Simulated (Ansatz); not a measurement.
**A hole started on a pair of Cl atoms pulled together in NaCl (Fm-3m)**

Question: is an added hole in NaCl (Fm-3m) a free carrier or a small polaron? The trial puts it on a pair of Cl atoms pulled together. The model is a cell of 128 host atoms; several levels of theory are compared, with their cost.

Method: plane-wave PAW DFT, PBE0; relaxation of all atoms of a supercell at fixed charge in a uniform background; PAW set soft_1, in Ansatz 0.2.0.

In doubt: the hybrid run may have settled on a false gap or state, so the values of those runs are not to be relied on; a hybrid run on one k-point, which bears on gaps, levels and energies.

**1. The structure**

The cell holds 128 atoms: 64 Na and 64 Cl. Cell: a = 15.845 Å, b = 15.845 Å, c = 15.845 Å, α = 60.0°, β = 60.0°, γ = 60.0°. It derives from NaCl (space group Fm-3m). Nearest the centre at fractional (0.250, 0.625, 0.375): Cl52 at 1.31 Å, Cl20 at 1.31 Å, Na59 at 1.98 Å, Na53 at 1.98 Å, Na51 at 3.43 Å, Cl50 at 3.43 Å, Na83 at 3.43 Å, Cl28 at 3.43 Å. The cell carries charge +1.

Screening for the image-charge correction: ε∞ = 2.56, ε0 = 6.02, computed on the host (DFPT, PBEsol).

The cell's shortest repeat is 15.8 Å.

The centre named in tables marks the trial (a pair of Cl atoms pulled together), and distances without another origin count from it. The distances above are those of the displaced start.

**2. Relaxation with the hole, PBE0**

A share of exact exchange removes much of the self-interaction that would spread the carrier over the cell. The share of exact exchange was chosen, not fitted; 1/ε∞ of the host is 0.39. A carrier doesn't trap itself from the perfect lattice, where equivalent sites compete, so the atoms around the trial site start displaced and the spin starts there. The total moment is locked to that of one carrier.

qp1_M1_trap.hrelax/input.yaml

```yaml
crystal:
  lattice:
    - [0.0, 11.20384254, 11.20384254]
    - [11.20384254, 0.0, 11.20384254]
    - [11.20384254, 11.20384254, 0.0]
  atoms:
    - { symbol: Na, position: [0.0, 0.0, 0.0] }
    - { symbol: Cl, position: [0.125, 0.125, 0.125] }
    - { symbol: Na, position: [0.0, 0.0, 0.25] }
[... 1 atom line left out ...]
    - { symbol: Na, position: [0.0, 0.0, 0.5] }
[... 6 atom lines left out ...]
    - { symbol: Cl, position: [0.125, 0.375, 0.375] }
[... 1 atom line left out ...]
    - { symbol: Cl, position: [0.125, 0.375, 0.625] }
[... 3 atom lines left out ...]
    - { symbol: Cl, position: [0.125, 0.625, 0.125] }
[... 1 atom line left out ...]
    - { symbol: Cl, position: [0.167039, 0.625, 0.375], spin: 0.5 }
    - { symbol: Na, position: [0.0, 0.5, 0.5] }
    - { symbol: Cl, position: [0.125, 0.625, 0.625] }
    - { symbol: Na, position: [0.0, 0.5, 0.75] }
[... 2 atom lines left out ...]
    - { symbol: Cl, position: [0.125, 0.875, 0.125] }
    - { symbol: Na, position: [0.0, 0.75, 0.25] }
    - { symbol: Cl, position: [0.125, 0.875, 0.375] }
    - { symbol: Na, position: [0.0, 0.75, 0.5] }
[... 3 atom lines left out ...]
    - { symbol: Na, position: [0.25, 0.0, 0.0] }
[... 1 atom line left out ...]
    - { symbol: Na, position: [0.25, 0.0, 0.25] }
[... 6 atom lines left out ...]
    - { symbol: Cl, position: [0.375, 0.375, 0.125] }
[... 1 atom line left out ...]
    - { symbol: Cl, position: [0.375, 0.375, 0.375] }
    - { symbol: Na, position: [0.25, 0.25, 0.5] }
    - { symbol: Cl, position: [0.375, 0.375, 0.625] }
    - { symbol: Na, position: [0.25, 0.25, 0.75] }
[... 2 atom lines left out ...]
    - { symbol: Cl, position: [0.375, 0.625, 0.125] }
    - { symbol: Na, position: [0.25, 0.5, 0.25] }
    - { symbol: Cl, position: [0.332961, 0.625, 0.375], spin: 0.5 }
    - { symbol: Na, position: [0.25, 0.5, 0.5] }
    - { symbol: Cl, position: [0.375, 0.625, 0.625] }
    - { symbol: Na, position: [0.25, 0.5, 0.75] }
[... 1 atom line left out ...]
    - { symbol: Na, position: [0.25, 0.75, 0.0] }
    - { symbol: Cl, position: [0.375, 0.875, 0.125] }
    - { symbol: Na, position: [0.25, 0.75, 0.25] }
    - { symbol: Cl, position: [0.375, 0.875, 0.375] }
    - { symbol: Na, position: [0.25, 0.75, 0.5] }
[... 12 atom lines left out ...]
    - { symbol: Cl, position: [0.625, 0.375, 0.125] }
    - { symbol: Na, position: [0.5, 0.25, 0.25] }
    - { symbol: Cl, position: [0.625, 0.375, 0.375] }
    - { symbol: Na, position: [0.5, 0.25, 0.5] }
[... 3 atom lines left out ...]
    - { symbol: Na, position: [0.5, 0.5, 0.0] }
    - { symbol: Cl, position: [0.625, 0.625, 0.125] }
    - { symbol: Na, position: [0.5, 0.5, 0.25] }
    - { symbol: Cl, position: [0.625, 0.625, 0.375] }
    - { symbol: Na, position: [0.5, 0.5, 0.5] }
[... 3 atom lines left out ...]
    - { symbol: Na, position: [0.5, 0.75, 0.0] }
[... 1 atom line left out ...]
    - { symbol: Na, position: [0.5, 0.75, 0.25] }
[... 24 atom lines left out ...]
    - { symbol: Cl, position: [0.875, 0.625, 0.375] }
[... 1 atom line left out ...]
    - { symbol: Cl, position: [0.875, 0.625, 0.625] }
[... 5 atom lines left out ...]
    - { symbol: Cl, position: [0.875, 0.875, 0.375] }
[... 3 atom lines left out ...]
    - { symbol: Cl, position: [0.875, 0.875, 0.875] }
  host:
    repeats: [4, 4, 4]
    atoms:
      - { symbol: Na, position: [0.0, 0.0, 0.0] }
      - { symbol: Cl, position: [0.5, 0.5, 0.5] }
total_charge: 1
basis:
  ecutwfc: 420
  xc_grid: 2
hamiltonian:
  xc: pbe0
  pseudopotentials: { kind: paw, azcp: { folder: soft_1 } }
kpoints:
  mp_grid: { grid: [1, 1, 1] }
magnetization:
  spin_polarized: true
  initial_magnetization: 1
  spin_locking: { lock_magnetization: hard }
scf:
  occupations: { method: fixed }
  max_iter: 60
output:
  forces: true
  charged_corrections:
    epsilon: 2.56
    static_epsilon: 6.02
    defect_position: [0.25, 0.625, 0.375]
relax:
  f_tol: 0.03
  max_steps: 45
  random_displacement: { amplitude: 0.02, seed: 9163 }
checkpoint:
  write: "../qp1_M1_trap.hrelax.run"
  compress: false
  write_wavefunctions: true
  write_every: 100000
```

On the command line:

```
$ ansatz run input.yaml --threads 10 --pin off --max-ram 65945MiB --backend cuda --events-out ev --progress --plain --runs-dir out
```

Numbers of over 12 decimals in the logs are rounded to 6 here.

Log:

```text
[... repeated set-up lines and file paths are left out, and long positions are rounded to six places ...]
Engine: ansatz 0.2.0, x86_64-unknown-linux-gnu
Pseudopotentials: kind: paw
Pseudopotential: Na, paw, valence charge 9, recommended cutoff 420 eV (normal), soft_1/Na.paw.azcp
Pseudopotential: Cl, paw, valence charge 7, recommended cutoff 420 eV (normal), soft_1/Cl.paw.azcp
Functional definition: PBE0
  parameter a = 0.25
  parameter kappa = 0.804
  parameter beta = 0.066725
  exchange = (1 - a)*pbe_x(kappa = kappa, mu = beta*pi^2/3) + a*exact_x
  correlation = pbe_c(beta = beta)
davidson cushion auto → on  (no smearing: the cushion is to keep the highest requested band from converging to the state above it; pin scf.eigensolver.cushion to override)
device memory: the entry about to start is reckoned to put 10.8 GiB on a device that reports 78.6 GiB free
GPU FFT provider: cuFFT
GPU libraries: cuBLAS 13.8.2, cuFFT 12.4.0, cuSOLVER 12.3.4
Crystal: 128 atoms, lattice volume = 2812.749 Å³
Basis set: ecut = 420 eV, 55009 PW (Γ), exchange–correlation on 216×216×216 points (8 copies of the dense FFT grid, shifted against one another)
Bands: 640, of which v1, the nominal top of the filled ones, is band 512 counted from 1 (511 counted from 0)
Symmetry: 1 space group operations
k-points: 1
Non-local potential: Na, projectors of the file, l = 0: 3, l = 1: 2, l = 2: 1
Non-local potential: Cl, projectors of the file, l = 0: 2, l = 1: 2, l = 2: 1
PAW form: soft (Blöchl's): semilocal exchange-correlation on the pseudo side does not see the compensation charge
PAW frozen core: Na, regenerated for the run's functional, and the local potential with it (the file was generated under x = pbe(κ = 0.804, μ = 0.219515), c = pbe(β = 0.066725))
PAW frozen core: Cl, regenerated for the run's functional, and the local potential with it (the file was generated under x = pbe(κ = 0.804, μ = 0.219515), c = pbe(β = 0.066725))
PAW one-centre angular grid: Na, 110 points (default); XC on 64 Gauss nodes
PAW one-centre angular grid: Cl, 110 points (default); XC on 64 Gauss nodes
Initial density: superposition of atomic densities (chi_scale 0.1, normalization cell, long waves kept (reshape's long-wave potential 0.08 eV rms))
Starting moments: Σ|m| = 1 μB on 2 of 128 sites
Initial wavefunctions: pseudopotential atomic-orbital guess
GPU buffer pool allocated for 1259712 grid points (all kernels)
GPU transforms: local potential and band sums: pruned to the plane-wave sphere, on 108×108×108
Functional: x = pbe(κ = 0.804, μ = 0.219515), c = pbe(β = 0.066725), warm-up for x = 0.75 pbe(κ = 0.804, μ = 0.219515) + 0.25 exact, c = pbe(β = 0.066725)
iter 1 solved again at ethr=1.28e-2 eV; its pass at ethr=1.00e-1 eV (dr2=1.31e2 eV) is discarded
SCF iter   1: F=—  HF=-164515.858868 eV  |F-HF|=—  |Δ(HF+E_count)|=         —  Δρ=3.78e-2 (↑3.76e-2 ↓3.78e-2)  dr2=1.30e2  dr2_m=7.60e-2  M=1.000 μB ∫|m|=1.047 μB  β_m=0.30  ethr=1.28e-2  ⟨swp⟩=9.5  Hψ=7333  notcnv=0
preconditioner: auto → none  [insulator: Δε(μ)=1.115 eV  Ē_g=11.437 eV  n_scr=560 (ndim 8)  ℏωp=15.8 eV  f_vac=0.000]
SCF iter   2: F=—  HF=-164464.314208 eV  |F-HF|=—  |Δ(HF+E_count)|=    5.15e1  Δρ=1.91e-2 (↑1.86e-2 ↓1.91e-2)  dr2=3.48e1  dr2_m=1.29e-1  M=1.000 μB ∫|m|=1.107 μB  β_m=0.42  ethr=1.27e-2  ⟨swp⟩=3.5  Hψ=2977  notcnv=0
SCF iter   3: F=—  HF=-164454.394112 eV  |F-HF|=—  |Δ(HF+E_count)|=    9.92e0  Δρ=7.66e-3 (↑4.95e-3 ↓7.66e-3)  dr2=1.34e1  dr2_m=1.11e-1  M=1.000 μB ∫|m|=1.113 μB  β_m=0.36  ethr=3.41e-3  ⟨swp⟩=4.0  Hψ=3579  notcnv=0
SCF iter   4: F=—  HF=-164450.734950 eV  |F-HF|=—  |Δ(HF+E_count)|=    3.66e0  Δρ=4.70e-3 (↑2.71e-3 ↓4.70e-3)  dr2=2.40e0  dr2_m=8.89e-2  M=1.000 μB ∫|m|=1.097 μB  β_m=0.68  ethr=1.31e-3  ⟨swp⟩=4.0  Hψ=3141  notcnv=0
SCF iter   5: F=—  HF=-164451.850334 eV  |F-HF|=—  |Δ(HF+E_count)|=    1.12e0  Δρ=6.59e-3 (↑1.19e-3 ↓6.59e-3)  dr2=5.26e0  dr2_m=2.24e-1  M=1.000 μB ∫|m|=1.170 μB  β_m=0.56  ethr=2.35e-4  ⟨swp⟩=6.0  Hψ=3567  notcnv=0
SCF iter   6: F=—  HF=-164451.100752 eV  |F-HF|=—  |Δ(HF+E_count)|=   7.50e-1  Δρ=5.25e-3 (↑7.75e-4 ↓5.25e-3)  dr2=3.20e0  dr2_m=1.58e-1  M=1.000 μB ∫|m|=1.153 μB  β_m=0.50  ethr=2.35e-4  ⟨swp⟩=4.0  Hψ=2987  notcnv=0
SCF iter   7: F=—  HF=-164450.619302 eV  |F-HF|=—  |Δ(HF+E_count)|=   4.81e-1  Δρ=4.21e-3 (↑4.82e-4 ↓4.21e-3)  dr2=2.06e0  dr2_m=1.09e-1  M=1.000 μB ∫|m|=1.134 μB  β_m=0.51  ethr=2.35e-4  ⟨swp⟩=3.5  Hψ=2937  notcnv=0
SCF iter   8: F=—  HF=-164450.446532 eV  |F-HF|=—  |Δ(HF+E_count)|=   1.73e-1  Δρ=2.25e-3 (↑3.58e-4 ↓2.25e-3)  dr2=5.69e-1  dr2_m=3.04e-2  M=1.000 μB ∫|m|=1.091 μB  β_m=0.39  ethr=2.01e-4  ⟨swp⟩=3.0  Hψ=2929  notcnv=0
iter 9 solved again at ethr=5.30e-6 eV; its pass at ethr=5.57e-5 eV (dr2=5.43e-2 eV) is discarded
SCF iter   9: F=—  HF=-164450.402569 eV  |F-HF|=—  |Δ(HF+E_count)|=   4.40e-2  Δρ=7.39e-4 (↑2.03e-4 ↓7.39e-4)  dr2=5.44e-2  dr2_m=3.34e-3  M=1.000 μB ∫|m|=1.073 μB  β_m=0.69  ethr=5.30e-6  ⟨swp⟩=3.0  Hψ=5666  notcnv=0
SCF iter  10: F=—  HF=-164450.443276 eV  |F-HF|=—  |Δ(HF+E_count)|=   4.07e-2  Δρ=2.39e-3 (↑2.00e-4 ↓2.39e-3)  dr2=5.97e-1  dr2_m=3.62e-2  M=1.000 μB ∫|m|=1.096 μB  β_m=0.51  ethr=5.30e-6  ⟨swp⟩=4.0  Hψ=3307  notcnv=0  recentre
SCF iter  11: F=—  HF=-164450.415107 eV  |F-HF|=—  |Δ(HF+E_count)|=   2.82e-2  Δρ=1.88e-3 (↑5.48e-5 ↓1.88e-3)  dr2=3.77e-1  dr2_m=2.27e-2  M=1.000 μB ∫|m|=1.087 μB  β_m=0.55  ethr=5.30e-6  ⟨swp⟩=4.0  Hψ=3063  notcnv=0
SCF iter  12: F=—  HF=-164450.410868 eV  |F-HF|=—  |Δ(HF+E_count)|=   4.24e-3  Δρ=2.52e-3 (↑3.53e-5 ↓2.52e-3)  dr2=7.06e-1  dr2_m=4.05e-2  M=1.000 μB ∫|m|=1.093 μB  β_m=0.35  ethr=5.30e-6  ⟨swp⟩=4.0  Hψ=3053  notcnv=0
SCF iter  13: F=—  HF=-164450.399464 eV  |F-HF|=—  |Δ(HF+E_count)|=   1.14e-2  Δρ=6.07e-4 (↑2.49e-5 ↓6.07e-4)  dr2=3.99e-2  dr2_m=2.45e-3  M=1.000 μB ∫|m|=1.075 μB  β_m=0.29  ethr=5.30e-6  ⟨swp⟩=3.0  Hψ=2832  notcnv=0
SCF iter  14: F=—  HF=-164450.399796 eV  |F-HF|=—  |Δ(HF+E_count)|=   3.32e-4  Δρ=7.32e-4 (↑1.87e-5 ↓7.32e-4)  dr2=5.81e-2  dr2_m=3.50e-3  M=1.000 μB ∫|m|=1.076 μB  β_m=0.51  ethr=3.90e-6  ⟨swp⟩=2.0  Hψ=2816  notcnv=0
SCF iter  15: F=—  HF=-164450.398663 eV  |F-HF|=—  |Δ(HF+E_count)|=   1.13e-3  Δρ=1.20e-4 (↑8.99e-6 ↓1.20e-4)  dr2=1.62e-3  dr2_m=9.93e-5  M=1.000 μB ∫|m|=1.075 μB  β_m=0.46  ethr=3.90e-6  ⟨swp⟩=2.0  Hψ=2816  notcnv=0
SCF iter  16: F=—  HF=-164450.401580 eV  |F-HF|=—  |Δ(HF+E_count)|=   2.92e-3  Δρ=1.31e-4 (↑4.89e-6 ↓1.31e-4)  dr2=1.90e-3  dr2_m=1.13e-4  M=1.000 μB ∫|m|=1.075 μB  β_m=0.46  ethr=1.59e-7  ⟨swp⟩=3.0  Hψ=2842  notcnv=0
[...]
relax step   3: F+E_penalty+E_count = -164535.00752061 eV  Δ(F+E_penalty+E_count) = -2.581e-1 eV  max|allowed force component| = 3.068e-1 eV/Å  Δτ_max = 0.1565 Å  (12 SCF iters, dr2 threshold 4.85e-5 eV, accepted)
relax step   4: F+E_penalty+E_count = -164535.06637382 eV  Δ(F+E_penalty+E_count) = -5.885e-2 eV  max|allowed force component| = 3.207e-2 eV/Å  Δτ_max = 0.1129 Å  (12 SCF iters, dr2 threshold 1.14e-5 eV, accepted)
relax step   5: F+E_penalty+E_count = -164535.06637387 eV  Δ(F+E_penalty+E_count) = -4.587e-8 eV  max|allowed force component| = 3.204e-2 eV/Å  Δτ_max = 0.0000 Å  (4 SCF iters, accepted)
relax step   6: F+E_penalty+E_count = -164535.06767023 eV  Δ(F+E_penalty+E_count) = -1.296e-3 eV  max|allowed force component| = 5.961e-2 eV/Å  Δτ_max = 0.0189 Å  (12 SCF iters, accepted)
relax step   7: F+E_penalty+E_count = -164535.06835266 eV  Δ(F+E_penalty+E_count) = -6.824e-4 eV  max|allowed force component| = 2.525e-2 eV/Å  Δτ_max = 0.0245 Å  (10 SCF iters, dr2 threshold 3.55e-6 eV, accepted)
iter 1 solved again at ethr=1.13e-12 eV; its pass at ethr=1.00e-1 eV (dr2=1.15e-8 eV) is discarded
SCF iter   1: F=—  HF=-164535.068353 eV  |F-HF|=—  |Δ(HF+E_count)|=         —  Δρ=6.14e-7 (↑6.14e-7 ↓5.34e-7)  dr2=1.45e-8  dr2_m=6.64e-9  M=1.000 μB ∫|m|=1.110 μB  β_m=0.30  ethr=9.08e-12 (applied; sched 1.13e-12)  ⟨swp⟩=17.0  Hψ=6521  notcnv=0  reapply=2
SCF iter   2: F=-164535.068353 eV  HF=-164535.068353 eV  |F-HF|=1.40e-9  |Δ(HF+E_count)|=  6.40e-10  Δρ=4.29e-7 (↑4.29e-7 ↓4.07e-7)  dr2=2.42e-9  dr2_m=3.95e-9  M=1.000 μB ∫|m|=1.110 μB  ethr=1.73e-11 (applied; sched 1.13e-12)  ⟨swp⟩=8.0  Hψ=2951  notcnv=0  defer=2
SCF 20 converged in 2 iterations: F = -164535.068353 eV  dr2 = 2.42e-9
  Residual-converged pass: ⟨swp⟩=2.0  Hψ=1593  notcnv=0  max |occ|·‖R‖ = 6.5e-6 eV (tolerance 6.7e-6 eV)  dr2=2.39e-9  dr2_m=3.97e-9  dr2_onsite=2.59e-10  max |Δocc| = 0.0e0
hybrid outer 1: dexx = +1.294e-9 eV, tail = 1.33e-8 eV
SCF iter   1: F=—  HF=-164535.068353 eV  |F-HF|=—  |Δ(HF+E_count)|=         —  Δρ=4.29e-7 (↑4.29e-7 ↓4.24e-7)  dr2=1.80e-9  dr2_m=4.19e-9  M=1.000 μB ∫|m|=1.110 μB  β_m=0.30  ethr=1.73e-11 (applied; sched 1.24e-11)  ⟨swp⟩=10.5  Hψ=3871  notcnv=0  reapply=2
SCF iter   2: F=-164535.068353 eV  HF=-164535.068353 eV  |F-HF|=1.80e-9  |Δ(HF+E_count)|=   1.34e-9  Δρ=3.18e-7 (↑3.11e-7 ↓3.18e-7)  dr2=4.70e-10  dr2_m=2.38e-9  M=1.000 μB ∫|m|=1.110 μB  ethr=9.72e-12 (applied; sched 1.00e-12)  ⟨swp⟩=11.5  Hψ=2936  notcnv=0
SCF 21 converged in 2 iterations: F = -164535.068353 eV  dr2 = 4.70e-10
  Residual-converged pass: ⟨swp⟩=2.0  Hψ=1590  notcnv=0  max |occ|·‖R‖ = 2.3e-6 eV (tolerance 2.4e-6 eV)  dr2=4.63e-10  dr2_m=2.39e-9  dr2_onsite=1.30e-10  max |Δocc| = 0.0e0
hybrid outer 2: dexx = +1.647e-10 eV, tail = 5.95e-9 eV, Δε = 8.92e-6 eV (about 2.12e-5 eV left of the loop's levels), ΔF = 4.61e-5 eV/Å (tail 1.55e-3)
this state was not tested for a lower state beside it, because the functional holds exact exchange (a hybrid, or Hartree-Fock), whose exchange loop this test does not read (fock_operator); [...]
relax step   8: F+E_penalty+E_count = -164535.06835268 eV  Δ(F+E_penalty+E_count) = -2.232e-8 eV  max|allowed force component| = 2.531e-2 eV/Å  Δτ_max = 0.0000 Å  (4 SCF iters, accepted)
hybrid SCF converged: 2 outer / 4 inner (+0 warm-up), last move |dexx| = 1.65e-10 eV, tail = 5.95e-9 eV
Magnetization: 1.0000 μB (512.0000 up, 511.0000 down)
Absolute magnetization: 1.1114 μB (∫|ρ↑−ρ↓|, with the PAW one-centre terms)
Spin contamination: 0.0048 ħ² per cell (⟨S²⟩ above its minimum at these occupations)
Per-site moments (μB) at R_I (Å): [(-2.8964840130295534e-7, 1.135897), (-1.2570903442398064e-6, 1.150686), (-5.297669680647453e-6, 1.143945), [... 125 left out ...]
Free energy (F): -164535.068353 eV
Harris-Foulkes:  -164535.068353 eV  (|F-HF|=1.80e-9)
Internal energy: -164535.068353 eV  (E = F + TS)
E sigma→0 (E₀):  -164535.068353 eV
Fermi energy:    -0.161926 (↑ -0.162558, ↓ -0.161926) eV
--- Per-component energies (eV) ---
  E_band       = -17767.780695
  E_kinetic    = 17136.376898
  E_local      = -107121.392114  (includes V_loc(G=0)·N_el)
  E_nonlocal   = 19822.761742
  E_hartree    = 36225.204135
  E_xc         = -7174.897133
  E_vxc        = -8167.997789  (∫ρ·V_xc dr)
  E_exx        = -4164.918564  (= α·E_x^exact, valence–valence)
  E_paw        = -59016.306623  (= ΣΔE_a)
  E_vpaw       = -3558.108494  (= ΣTr[D̂ρ^β])
  E_aug_tail   = 0.008007  (compensation charges beyond the density's cutoff)
  E_ewald      = -60233.110026
  E_core_change = -8.794675  (= ΣΔE_core)
  E_smearing   = -0.000000  (= −TS)
  E_closure    = 0.000001  (closes the sum)
  E_deformation_potential = 10.210774  (in the stress; not in F)
  Σ components = -164535.068353   (vs F -164535.068353, Δ=-2.91e-11)
--- Forces (eV/Å), atoms counted from 1 ---
  atom   1  Na     0.00018876    -0.00099186    -0.00087540
  atom   2  Cl    -0.00153175    -0.00016456    -0.00019494
  [... 17 atoms left out ...]
  atom  20  Cl    -0.01548464     0.02531514     0.02487796
  [... 1 atom left out ...]
  atom  22  Cl     0.00103315     0.00030353     0.00002395
  [... 5 atoms left out ...]
  atom  28  Cl     0.00272382    -0.00105293     0.00109089
  atom  29  Na     0.01204781    -0.00051898    -0.00041072
  [... 21 atoms left out ...]
  atom  51  Na    -0.01503563    -0.00454914    -0.00480556
  atom  52  Cl    -0.01282287    -0.02443585    -0.02505309
  atom  53  Na     0.00315322     0.00842362    -0.00821152
  [... 5 atoms left out ...]
  atom  59  Na     0.00342224    -0.00821497     0.00790828
  [... 1 atom left out ...]
  atom  61  Na     0.01266395     0.00083108     0.00142479
  [... 21 atoms left out ...]
  atom  83  Na    -0.01495865     0.00480448     0.00500619
  [... 45 atoms left out ...]
  max |Σ_I F_I| component: 7.04e-5 eV/Å
--- Charged-cell corrections in eV (Makov–Payne, q = +1.000 e, ε = 6.020) ---
  F (periodic)     = -164535.068353  (uncorrected; the corrections below are reported, never added to it)
  E_corr1          = +0.244712  (monopole, q²α_M/2εL)
  F Makov-Payne    = -164534.823641  (F + E_corr1; no measured alignment; for a localised charge, not one spread in a band: unchecked)
  no potential alignment in this run, which stands beside a crystal: run the host's input off ansatz write-host-input, and read the two finished runs by ansatz place-levels (neither reads a slab, a wire or a sheet, whose cell leaves a vacuum)
--- Band table (eV) ---
  k-point 0 ↑: bands = ["-53.0504", "-53.0500", "-53.0497", "-53.0496", [... 573 left out ...] "10.9039", "10.9482", "11.0164", "11.0251"]
  k-point 0 ↓: bands = ["-53.0502", "-53.0498", "-53.0495", "-53.0494", [... 573 left out ...] "10.9232", "10.9775", "11.0171", "11.0271"]
  guard bands above this table: 59 of the run's 640 bands. The solve was not asked for them (output.publish_guard_bands: true or output.eigenvalues: true publishes all)
--- Relaxed structure (8 steps of the walk, 8 accepted, 0 SCFs on fresh bases) ---
  F+E_penalty+E_count = -164535.06835268 eV   max|allowed force component| = 2.531e-2 eV/Å
  atoms:
    - { symbol: Na, position: [-0.002410, 0.002845, -0.002936] }
    - { symbol: Cl, position: [0.125327, 0.125457, 0.124130] }
    [... 17 atoms left out ...]
    - { symbol: Cl, position: [0.164981, 0.625397, 0.375274] }
    [... 1 atom left out ...]
    - { symbol: Cl, position: [0.124975, 0.621772, 0.628463] }
    [... 5 atoms left out ...]
    - { symbol: Cl, position: [0.125024, 0.878476, 0.371686] }
    - { symbol: Na, position: [-8.827159882918156e-5, 0.754307, 0.504231] }
    [... 21 atoms left out ...]
    - { symbol: Na, position: [0.258567, 0.495898, 0.245792] }
    - { symbol: Cl, position: [0.334572, 0.625325, 0.375216] }
    - { symbol: Na, position: [0.250307, 0.474039, 0.525537] }
    [... 5 atoms left out ...]
    - { symbol: Na, position: [0.250350, 0.775635, 0.223905] }
    [... 1 atom left out ...]
    - { symbol: Na, position: [0.241764, 0.754257, 0.504202] }
    [... 21 atoms left out ...]
    - { symbol: Na, position: [0.500005, 0.495864, 0.245783] }
    [... 45 atoms left out ...]
```

The job ended after 2.9 min (1 × NVIDIA H100 80GB HBM3 with 10 threads of AMD EPYC 7R13 (Zen 3), shared host; peak memory 4.1 GiB).

Step by step:

```csv
step,energy less that of the first step (eV),largest force component (eV/Å)
1,0.0000,1.8596
2,-0.9881,0.8808
3,-1.2461,0.3068
4,-1.3050,0.0321
5,-1.3050,0.0320
6,-1.3063,0.0596
7,-1.3070,0.0253
8,-1.3070,0.0253
```

The atoms that moved most (Å, from the sites as typed, ahead of the random displacement, the mean shift of all atoms taken out):

```csv
atom,dx,dy,dz,length
Na59,-0.004,-0.289,0.289,0.409
Na53,-0.004,0.289,-0.289,0.409
Na91,0.000,-0.030,0.161,0.164
Na21,0.000,0.030,-0.161,0.164
Na85,0.000,0.161,-0.030,0.164
Na27,0.000,-0.160,0.031,0.163
Na29,0.097,0.046,0.045,0.116
Na61,0.096,-0.046,-0.046,0.116
```

The moves above count from the input, in which the atoms at the trial site were already displaced.

Neighbours of the ideal centre at the end:

```csv
atom,distance (Å)
Cl20,1.342
Cl52,1.344
Na53,2.389
Na59,2.390
Cl28,3.463
Cl22,3.463
Na51,3.468
Na83,3.470
Cl44,3.472
Na29,3.472
Cl50,3.472
Na61,3.473
```

Largest moments: 0.42 μB on Cl52, 0.42 μB on Cl20 and 0.00 μB on Cl116. The sizes of the moments in the atoms' spheres add to about 0.9 μB, shared by 2.1 atoms in effect, 97 % of it within 3.2 Å of the largest: the carrier is localised at or next to the trial site.

(Part 1 of 3 ends here.)

[Logs are printed without paths, hosts, clocks, repeated set-up lines and the standing remarks that a program may print on its own settings, such as how far it seeks lower states.]

[Hosts, paths, dates, database ids (printed as entryN), source tags and the programs' standing remarks are cut or masked in the printed files.]

[For some hosts the program warned that the k-mesh of the response run may be too coarse for force constants and the static dielectric constant; such warnings are not shown here.]
